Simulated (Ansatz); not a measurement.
# A hypothetical structure for Zn2NiS4, part 2 of 2

This structure for Zn2NiS4 is made up. Its elements were placed in a known structure type with a cell scaled to their sizes. What cell does the guess relax to, and how far off was it?

Ansatz 0.2.0; DFT, PBE, plane-wave PAW, files of the set soft_1, scalar-relativistic, ferromagnetic start, cell and ions relaxed at zero pressure; PAW set soft_1 (the session's first sound run).

So far: The starting structure; Relaxation of the guess. The relaxed cell has a = 4.681, c = 11.517 Å (conventional setting).

## (3) Bands of the relaxed cell

With the geometry fixed, one more self-consistent run, with a narrower smearing and the mesh shown in its input, gives the bands, and its pressure, and its forces where symmetry allows any, show how far the geometry depends on these settings.

This step: DFT, PBE, plane-wave PAW, files of the set soft_1, scalar-relativistic, no spin, bands and density of states at the relaxed cell; PAW set soft_1 (Ansatz 0.2.0).

Contents of input.yaml:

```yaml
crystal:
  lattice:
    - [-2.3404116778, 2.3404116778, 5.7586184072]
    - [2.3404116778, -2.3404116778, 5.7586184072]
    - [2.3404116778, 2.3404116778, -5.7586184072]
  atoms:
    - { symbol: Zn, position: [0.3887923392, 0.3887923392, 0.0] }
    - { symbol: Zn, position: [0.6112076608, 0.6112076608, 0.0] }
    - { symbol: Ni, position: [0.0, 0.0, 0.0] }
    - { symbol: S, position: [0.0, 0.5, 0.5] }
    - { symbol: S, position: [0.5, 0.0, 0.5] }
    - { symbol: S, position: [0.195307117, 0.195307117, 0.0] }
    - { symbol: S, position: [0.804692883, 0.804692883, 0.0] }
kpoints:
  mp_grid: { grid: [10, 10, 10] }
  band_path:
    path:
      - [[0.0, 0.0, 0.0], [-0.5, 0.5, 0.0], [-0.5, 0.5, -0.08258818], [-0.29129409, 0.29129409, -0.29129409], [0.0, 0.0, 0.0], [0.5, 0.5, -0.5], [0.29129409, 0.70870591, -0.70870591], [0.0, 0.5, -0.5], [-0.25, 0.75, -0.25], [0.08258818, 0.91741182, -0.5], [0.5, 0.5, -0.5]]
      - [[-0.5, 0.5, 0.0], [-0.25, 0.75, -0.25]]
    npoints: 7
scf:
  occupations: { method: fermi_dirac, width: 0.03 }
  n_extra_bands: 11
hamiltonian:
  xc: pbe
  pseudopotentials: { kind: paw, azcp: { folder: soft_1 } }
output:
  forces: true
  stress: true
  write_bands: true
  dos: { projected: true }
  write_density: true
  write_potential: true
  elf: true
  volumetric_format: npy
```

Run with:

```bash
$ ansatz run input.yaml --threads 4 --pin off --max-ram 10240MiB --backend cpu --events-out ev --progress --plain --runs-dir out
```

Numbers of over 12 decimals in the logs are rounded to 6 here.

The log of the run:

```text
[...]
Crystal: 7 atoms, lattice volume = 126.172 Å³
Basis set: ecut = 420 eV, 2483 PW (Γ), exchange–correlation on 90×90×90 points (8 copies of the dense FFT grid, shifted against one another)
Bands: 44, of which v1, the nominal top of the filled ones, is band 33 counted from 1 (32 counted from 0)
Symmetry: 16 space group operations
[...]
k-points: 102 of 1000
[...]
SCF iter   1: F=—  HF=-16088.812654 eV  |F-HF|=—  |Δ(HF+E_count)|=         —  Δρ=1.59e-1  dr2=3.05e1  ethr=3.10e-3  ⟨swp⟩=8.5  Hψ=23122  notcnv=0  defer=19
[...]
SCF iter  10: F=-16085.348274 eV  HF=-16085.348274 eV  |F-HF|=3.19e-9  |Δ(HF+E_count)|=   1.97e-8  Δρ=2.61e-6  dr2=6.04e-9  ethr=1.52e-10  ⟨swp⟩=18.9  Hψ=40239  notcnv=0
SCF 1 converged in 10 iterations: F = -16085.348274 eV  dr2 = 6.04e-9
[...]
NSCF: frozen V_eff on 79 k-points
SCF converged after 10 iterations
Free energy (F): -16085.348274 eV
[...]
Internal energy: -16085.332796 eV  (E = F + TS)
E sigma→0 (E₀):  -16085.340535 eV
Entropy (-TS):   -0.015478 eV (-2.211 meV/atom)
Fermi energy:    7.261180 eV
[...]
--- Forces (eV/Å), atoms counted from 1 ---
  atom   1  Zn     0.00000000    -0.00000000    -0.01760000
  atom   2  Zn    -0.00000000    -0.00000000     0.01760000
  atom   3  Ni    -0.00000000    -0.00000000    -0.00000000
  atom   4  S     -0.00000000    -0.00000000     0.00000000
  atom   5  S     -0.00000000     0.00000000     0.00000000
  atom   6  S      0.00000000     0.00000000     0.01185493
  atom   7  S      0.00000000     0.00000000    -0.01185493
  max |Σ_I F_I| component: 1.37e-17 eV/Å
--- Stress (GPa, compression-positive) ---
        0.002134       0.000000      -0.000000
        0.000000       0.002134      -0.000000
       -0.000000       0.000000      -0.031590
  P = ⅓ Tr σ = -0.0091 GPa (-0.091 kbar)
--- Band table (eV; the first three rows and the last of 102) ---
  k-point 0: bands = [... 29 lower, 5.9952, 6.1198, 6.1198, 6.8457, 7.5049, 7.5049, 7.7850, 11.4719, ... 7 higher]
  k-point 1: bands = [... 29 lower, 6.1489, 6.1546, 6.3006, 6.8251, 7.0330, 7.5786, 8.4509, 11.1024, ... 7 higher]
  k-point 2: bands = [... 29 lower, 6.3019, 6.5938, 6.5969, 6.7775, 6.8022, 7.8675, 9.3125, 10.3203, ... 7 higher]
  k-point 101: bands = [... 29 lower, 5.9556, 5.9952, 5.9952, 6.0993, 6.4192, 7.4280, 7.4280, 11.1660, ... 7 higher]
```

Elapsed: 10 s, on 4 threads of Intel Xeon Platinum 8488C (Sapphire Rapids), shared host; peak memory 0.81 GiB.

In the SCF lines HF is the Harris–Foulkes energy and dr2 the Hartree energy of the density residual, in eV; the loop may stop once dr2 is under the threshold and the program's other checks hold. Hψ counts applications of the Hamiltonian.

Numbers from this step:

```yaml
free_energy: -16085.3483 eV
energy_at_zero_smearing: -16085.3405 eV
smearing_term_ts: 0.01548 eV
fermi_energy: 7.261 eV
pressure: -0.009107 GPa
```

bands.tsv at the labelled points (eV, zero at the Fermi level; the bands that come nearest the Fermi level along the path):

```
point  band 30  band 31  band 32  band 33  band 34  band 35  band 36  band 37
    Γ    -1.27    -1.14    -1.14    -0.42     0.24     0.24     0.52     4.21
    X    -0.34    -0.27    -0.18     0.62     0.66     1.61     2.33     4.70
    Y    -0.49    -0.43    -0.38     0.59     0.71     1.84     1.98     4.01
    S    -1.13    -0.79    -0.71    -0.45    -0.05     0.85     2.48     3.60
    Γ    -1.27    -1.14    -1.14    -0.42     0.24     0.24     0.52     4.21
    Z    -1.31    -1.27    -1.27    -1.16    -0.84     0.17     0.17     3.90
   S1    -1.13    -0.79    -0.71    -0.45    -0.05     0.85     2.48     3.60
    N    -0.93    -0.75    -0.72    -0.46    -0.36     0.91     2.94     3.81
    P    -0.82    -0.34    -0.18     0.35     0.35     2.33     2.90     4.57
   Y1    -0.49    -0.43    -0.38     0.59     0.71     1.84     1.98     4.01
    Z    -1.31    -1.27    -1.27    -1.16    -0.84     0.17     0.17     3.90
    X    -0.34    -0.27    -0.18     0.62     0.66     1.61     2.33     4.70
    P    -0.82    -0.34    -0.18     0.35     0.35     2.33     2.90     4.57
```

States per cell as run, both spins, in windows of 1 eV, from dos.tsv (zero at the Fermi level):

| from | to | total |
| --- | --- | --- |
| -8 | -7 | 4.54 |
| -7 | -6 | 15.84 |
| -6 | -5 | 3.01 |
| -5 | -4 | 3.71 |
| -4 | -3 | 5.75 |
| -3 | -2 | 3.18 |
| -2 | -1 | 7.30 |
| -1 | 0 | 6.74 |
| 0 | 1 | 3.71 |
| 1 | 2 | 0.98 |
| 2 | 3 | 1.33 |
| 3 | 4 | 1.77 |
| 4 | 5 | 1.15 |
| 5 | 6 | 3.06 |

Below -8 eV lie 16.0 more states.

Valence density in the ab plane of the cell as run, not the conventional one, at fractional z = 0.000, with atoms of Zn and Ni and S within 0.2 Å of it. It is the smooth field of the valence electrons, not physical close to the nuclei.

Ten steps, logarithmic in the rise over the least value, from '0' (0 e/Å³) to '9' (45 e/Å³), each cell a mean:
```
973100000001111126
553100000001222212
121000000001221221
000000000001221121
000000001221122221
000000001465212221
000000001389511111
000000000168620000
000012210013420000
000014652001110000
000014895100000000
111112686200000000
122221244200000000
122122111100000000
122112100000000011
212222100000000133
631222100000000257
962111100000000159
```
Columns run along a (6.6 Å), rows up along b (6.6 Å). Atoms in or near the plane, at fractional coordinates: Zn at (0.39, 0.39), Zn at (0.61, 0.61), Ni at (0.00, 0.00), S at (0.20, 0.20), S at (0.80, 0.80).

Electrostatic potential energy in the ab plane of the cell as run, not the conventional one, at fractional z = 0.000, with atoms of Zn and Ni and S within 0.2 Å of it. With pseudopotentials it is smooth inside the atoms' cores, unlike the true potential.

Ten even steps from '_' (-52 eV) to '@' (12 eV), each cell a mean:
```
@@##**%%@@@@@@@@@@@@@@@@%%##%%%%****
++++++%%@@@@@@@@@@@@@@%%++----**%%**
######@@@@@@@@@@@@@@@@%%++::----**%%
@@@@@@@@@@@@@@@@%%%%%%%%**--==----%%
@@@@@@@@@@@@@@@@##====**##++--::--##
@@@@@@@@@@@@@@@@##::__..++##**++++%%
@@@@@@@@@@@@@@@@##::____..**%%%%%%@@
@@@@@@@@@@%%%%@@%%++..____==%%@@@@@@
@@@@@@@@##++==**%%%%++::::==%%@@@@@@
@@@@@@@@**::__..++%%%%######%%@@@@@@
@@@@@@@@##::____..**@@@@@@@@@@@@@@@@
@@%%####%%++..____==%%@@@@@@@@@@@@@@
%%++----++##++::::++%%@@@@@@@@@@@@@@
%%++::----++%%##**##@@@@@@@@@@@@@@@@
%%##--==----##@@@@@@@@@@@@@@@@@@%%%%
**%%**--::--##@@@@@@@@@@@@@@@@##++**
****%%##++++%%@@@@@@@@@@@@@@@@##++##
@@****%%%%%%@@@@@@@@@@@@@@@@@@##++@@
```
Columns run along a (6.6 Å; values clipped at the 3rd and 97th percentile), rows up along b (6.6 Å). Atoms in or near the plane, at fractional coordinates: Zn at (0.39, 0.39), Zn at (0.61, 0.61), Ni at (0.00, 0.00), S at (0.20, 0.20), S at (0.80, 0.80).

ELF in the ab plane of the cell as run, not the conventional one, at fractional z = 0.000, with atoms of Zn and Ni and S within 0.2 Å of it. It is the smooth field of the valence electrons, not physical close to the nuclei.

Ten even steps from '0' (0.00) to '9' (0.94), each cell a mean:
```
972123431158988415
332111000158877851
111110000137841484
311110011125850178
511111111111575478
620001111000158889
620011111000015788
310011122100012355
111111112210011111
232110001221111001
677420000121111003
898852000111110004
887685200111110013
784148521111011112
485016841100011111
148547872100011122
514888973112211137
951478862136653139
```
Columns run along a (6.6 Å), rows up along b (6.6 Å). Atoms in or near the plane, at fractional coordinates: Zn at (0.39, 0.39), Zn at (0.61, 0.61), Ni at (0.00, 0.00), S at (0.20, 0.20), S at (0.80, 0.80).

## (4) Outcome

```yaml
space_group_relaxed: I4/mmm
conventional_cell: a = 4.681, b = 4.681, c = 11.517 Å; α = 90.0°, β = 90.0°, γ = 90.0°
volume_per_atom: 18.02 Å³ (guess 18.23)
total_moment: 0.00 μB in the cell of 7 atoms
```

What this shows: Zn2NiS4 relaxes to I4/mmm with a = 4.681, b = 4.681 and c = 11.517 Å. The guessed volume was near the relaxed one. The space group I4/mmm was held in the relaxation, so the end point is a stationary structure within it and may be a saddle against distortions or other arrangements. The moments died out from this one start and weren't seeded again at the relaxed cell. Bands cross the Fermi level, so it is a metal or semimetal at this level. On the 10×10×10 mesh with the narrower smearing (relaxed on 9×9×9) the largest force component is 0.018 eV/Å and the largest stress component is 0.032 GPa, against the relaxation's thresholds of 0.015 eV/Å and 0.05 GPa. The cutoff wasn't tested. A vector of the cell changed its length by 15 %, more than the volume shows. No dispersion term is used, so weakly bound directions may come out too long. Nothing here tests whether the compound is stable against decomposition.

[Logs are printed without paths, hosts, clocks, repeated set-up lines and the standing remarks that a program may print on its own settings, such as how far it seeks lower states.]

[Hosts, paths, dates, database ids (printed as entryN), source tags and the programs' standing remarks are cut or masked in the printed files.]
